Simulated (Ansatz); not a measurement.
# ReSe (built on the sites of a database entry of MnS): phonons and vibrational spectra, part 2 of 2

Wanted: vibrations and spectra of ReSe (built on the sites of a database entry of MnS); the cell is already relaxed. After the zone centre comes a 2×2×2 q mesh on a 12×12×12 k mesh.

Ansatz 0.2.0; DFT r2SCAN, scalar-relativistic, plane waves, PAW.

So far. Step 2 (Modes at Γ): Before it was imposed, the acoustic sum rule was missed by 4.4e-5 eV/Å². Small misses are needed for a sound result but don't prove that mesh and cutoff are converged. The lowest optical mode is real, 288 cm⁻¹.

The structure was built from a prototype and need not be the compound's stable phase.

### Step 3. Phonons on a q mesh (continued)

Interpolated from a 2×2×2 q mesh, rough between the solved points. The phonon branches at the labelled points (cm⁻¹):

| point | branch 1 | branch 2 | branch 3 | branch 4 | branch 5 | branch 6 |
| --- | --- | --- | --- | --- | --- | --- |
| Γ | 0 | 0 | 0 | 288 | 288 | 288 |
| halfway | 25 | 25 | 102 | 276 | 276 | 276 |
| X | 38 | 38 | 154 | 257 | 263 | 263 |
| halfway | 37 | 46 | 154 | 249 | 264 | 269 |
| U | 33 | 58 | 152 | 242 | 266 | 274 |
| jump to K | 33 | 58 | 152 | 242 | 266 | 274 |
| halfway | 15 | 37 | 104 | 267 | 280 | 280 |
| Γ | 0 | 0 | 0 | 288 | 288 | 288 |
| halfway | 14 | 14 | 90 | 275 | 282 | 282 |
| L | 21 | 21 | 134 | 258 | 276 | 276 |
| halfway | 27 | 54 | 142 | 247 | 270 | 277 |
| W | 34 | 64 | 154 | 238 | 264 | 276 |
| halfway | 36 | 52 | 154 | 245 | 263 | 272 |
| X | 38 | 38 | 154 | 257 | 263 | 263 |

The phonon branches as a text plot (rows in cm⁻¹):

```
    282 |*******            ********************    ******
    270 |      *****  ********* **          *** ********* ******
    258 |         ******       *               ******    ********
    246 |              ********                      ****   ***
    234 |                                                ***
    222 |
    210 |
    198 |
    186 |
    174 |
    162 |
    150 |           ********                           **********
    138 |        ***        *                   *******
    126 |                    **                *
    114 |       *              *              *
    102 |      *                *            *
     90 |                        *          *
     78 |    **                            *
     66 |   *              *      **                    ****
     54 |               *** ***           *           **    ***
     42 |  *        ****       **   *    *          **        ***
     30 |      *****    *****    *                 * *********
     18 | * ***              **** ** *  *   *********
      6 |***                     ***********
         Γ           X  U|K            Γ         L        W     X
```

Tetrahedra on a 20×20×20 mesh, mean over bins of 5 cm-1. Interpolated from a 2×2×2 q mesh, rough between the solved points. The phonon density of states by wavenumber; read off at these points:

| wavenumber (cm⁻¹) | phonon density of states (1/cm⁻¹/cell) |
| --- | --- |
| 2 | 8.2e-4 |
| 12 | 0.0156 |
| 18 | 0.0311 |
| 28 | 0.0659 |
| 32 | 0.0678 |
| 42 | 0.0242 |
| 48 | 0.0258 |
| 58 | 0.0312 |
| 62 | 0.0180 |
| 72 | 0.0019 |
| 78 | 0.00226 |
| 88 | 0.00313 |
| 92 | 0.00373 |
| 102 | 0.00517 |
| 112 | 0.00731 |
| 118 | 0.00881 |
| 128 | 0.0140 |
| 132 | 0.0208 |
| 142 | 0.0253 |
| 148 | 0.0265 |
| 158 | 0 |
| 162 | 0 |
| 172 | 0 |
| 178 | 0 |
| 188 | 0 |
| 198 | 0 |
| 202 | 0 |
| 212 | 0 |
| 218 | 0 |
| 228 | 0 |
| 232 | 0 |
| 242 | 0.035 |
| 248 | 0.0351 |
| 258 | 0.0285 |
| 262 | 0.0400 |
| 272 | 0.106 |
| 278 | 0.180 |
| 288 | 0.0108 |

The partial phonon density of states has structure finer than the step of the table below, so its rows give means over 10 cm⁻¹, whole bins alone (the curve runs from -10 to 307 cm⁻¹). Peaks (cm⁻¹: height): Re 31.8: 0.0457, 149.4: 0.0263, 276.9: 0.0484; Se 31.8: 0.0215, 276.9: 0.120.

Phonopy on the run's constants, 17x17x17 mesh, Gaussian sigma 2.3 cm-1. Interpolated from a 2×2×2 q mesh, rough between the solved points. The partial phonon density of states by wavenumber; means over each step; values in 1/cm⁻¹/cell:

| wavenumber (cm⁻¹) | Re | Se |
| --- | --- | --- |
| 0 | 6.4e-4 | 2.7e-4 |
| 10 | 0.00823 | 0.00360 |
| 20 | 0.0304 | 0.0138 |
| 30 | 0.0431 | 0.0202 |
| 40 | 0.0215 | 0.00970 |
| 50 | 0.0186 | 0.00774 |
| 60 | 0.0172 | 0.00668 |
| 70 | 0.00213 | 7.7e-4 |
| 80 | 0.00174 | 5.7e-4 |
| 90 | 0.00278 | 8.4e-4 |
| 100 | 0.00378 | 0.00101 |
| 110 | 0.00542 | 0.00126 |
| 120 | 0.00828 | 0.00159 |
| 130 | 0.0153 | 0.00214 |
| 140 | 0.0232 | 0.00213 |
| 150 | 0.0227 | 7.8e-4 |
| 160 | 0.00181 | 1.5e-5 |
| 170 | 0 | 0 |
| 180 | 0 | 0 |
| 190 | 0 | 0 |
| 200 | 0 | 0 |
| 210 | 0 | 0 |
| 220 | 0 | 0 |
| 230 | 2.8e-6 | 1.5e-4 |
| 240 | 0.00102 | 0.0189 |
| 250 | 0.00330 | 0.0302 |
| 260 | 0.00781 | 0.0290 |
| 270 | 0.0291 | 0.0707 |
| 280 | 0.0297 | 0.0728 |
| 290 | 0.00236 | 0.00559 |
| 300 | 0 | 9.0e-7 |

Second derivatives of the energy by pair, one row for each kind of neighbour of each atom listed. Each entry sums the pair over the periodic images of the supercell that the q mesh stands for, and in a polar crystal it holds the long-range dipole part too. Force constants by pair, by row:

| atom | neighbour | distance (Å) | third of the trace (eV/Å²) | along the pair's line (eV/Å²) |
| --- | --- | --- | --- | --- |
| Re1 | itself | 0 | 16.32 | – |
| Re1 | Se | 2.387 | -4.205 | -11.39 |
| Re1 | Re | 3.897 | 0.0795 | 0.2902 |
| Re1 | Se | 4.57 | -0.0277 | -0.0697 |
| Re1 | Re | 5.511 | 0.1339 | 0.1339 |
| Se2 | itself | 0 | 15.94 | – |
| Se2 | Re | 2.387 | -4.205 | -11.39 |
| Se2 | Se | 3.897 | 0.1906 | -0.7596 |
| Se2 | Re | 4.57 | -0.0277 | -0.0697 |
| Se2 | Se | 5.511 | -0.1525 | -0.1525 |

Harmonic thermodynamic functions per atom, from the density of states. Interpolated from a 2×2×2 q mesh, rough between the solved points. Thermodynamic functions, by row:

| T (K) | F_vib (meV/atom) | S (J/mol-atom/K) | C_V (J/mol-atom/K) |
| --- | --- | --- | --- |
| 0 | 31.04 | 0 | 0 |
| 50 | 28.57 | 10.24 | 9.471 |
| 100 | 21.01 | 18.65 | 15.36 |
| 200 | -5.42 | 31.56 | 21.36 |
| 300 | -43.08 | 40.63 | 23.2 |
| 400 | -88.86 | 47.42 | 23.93 |
| 500 | -140.9 | 52.8 | 24.28 |
| 600 | -198 | 57.25 | 24.48 |
| 700 | -259.3 | 61.03 | 24.6 |
| 800 | -324.3 | 64.32 | 24.68 |
| 900 | -392.5 | 67.23 | 24.73 |
| 1000 | -463.6 | 69.84 | 24.77 |

Harmonic mean-square displacement, third of the trace. Interpolated from a 2×2×2 q mesh, rough between the solved points. Mean square displacements, by row:

| T (K) | Re1 U_eq (Å²) | Se2 U_eq (Å²) |
| --- | --- | --- |
| 0 | 0.0018 | 0.00227 |
| 100 | 0.01104 | 0.01192 |
| 300 | 0.03257 | 0.03459 |
| 600 | 0.06504 | 0.06894 |

Symmetry leaves 3 wavevectors to solve. The lowest mode among them, the acoustic zeros apart, lies at q = (0, 0, -0.5) and is real, 20.7 cm⁻¹.

### Step 4. Summary of results

- space group (within 0.01 Å): F-43m
- volume per atom: 20.9 Å³
- electronic character: no gap on this mesh
- highest optical mode at the zone centre (no LO-TO term): 288 cm⁻¹
- lowest optical zone-centre mode: 288 cm⁻¹
- lowest mode on the q mesh (acoustic modes at Γ apart): 20.7 cm⁻¹
- highest frequency on the path or at a solved wavevector: 288 cm⁻¹
- zero-point energy per atom: 31.0 meV
- heat capacity at 300 K: 23.2 J/(mol atoms K)
- vibrational entropy at 300 K: 40.6 J/(mol atoms K)
- Debye temperature (second moment): 369 K
- imaginary modes on the 2×2×2 q mesh: none

In words: The structure is a minimum as far as tested: no mode is imaginary at the 3 irreducible wavevectors of the 2×2×2 mesh, and the softest away from the acoustic zeros lies at 21 cm⁻¹. The optical modes at Γ form one degenerate level at 288 cm⁻¹. The highest mode in this list at Γ, 288.1 cm⁻¹, is mostly motion of Se (70 % of the kinetic energy). On the path and the mesh, the widest gap between branches runs from 154 to 238 cm⁻¹. The q mesh stands for a supercell only 7.8 Å across, so branches between the solved wavevectors are rough. With no gap, or one that is small against the smearing, the frequencies hang on the k mesh and the smearing, most of all near Kohn anomalies. The phonon runs are without spin polarisation, although the cell has an odd electron count. Spin-orbit coupling is left out, which can matter for the heavy elements here. The starting cell was built on a prototype and not taken from a measurement, so the phase need not exist. These are harmonic frequencies at zero temperature: anharmonic shifts, linewidths and thermal expansion are left out.

[Logs are printed without paths, hosts, clocks, repeated set-up lines and the standing remarks that a program may print on its own settings, such as how far it seeks lower states.]

[Hosts, paths, dates, database ids (printed as entryN), source tags and the programs' standing remarks are cut or masked in the printed files.]
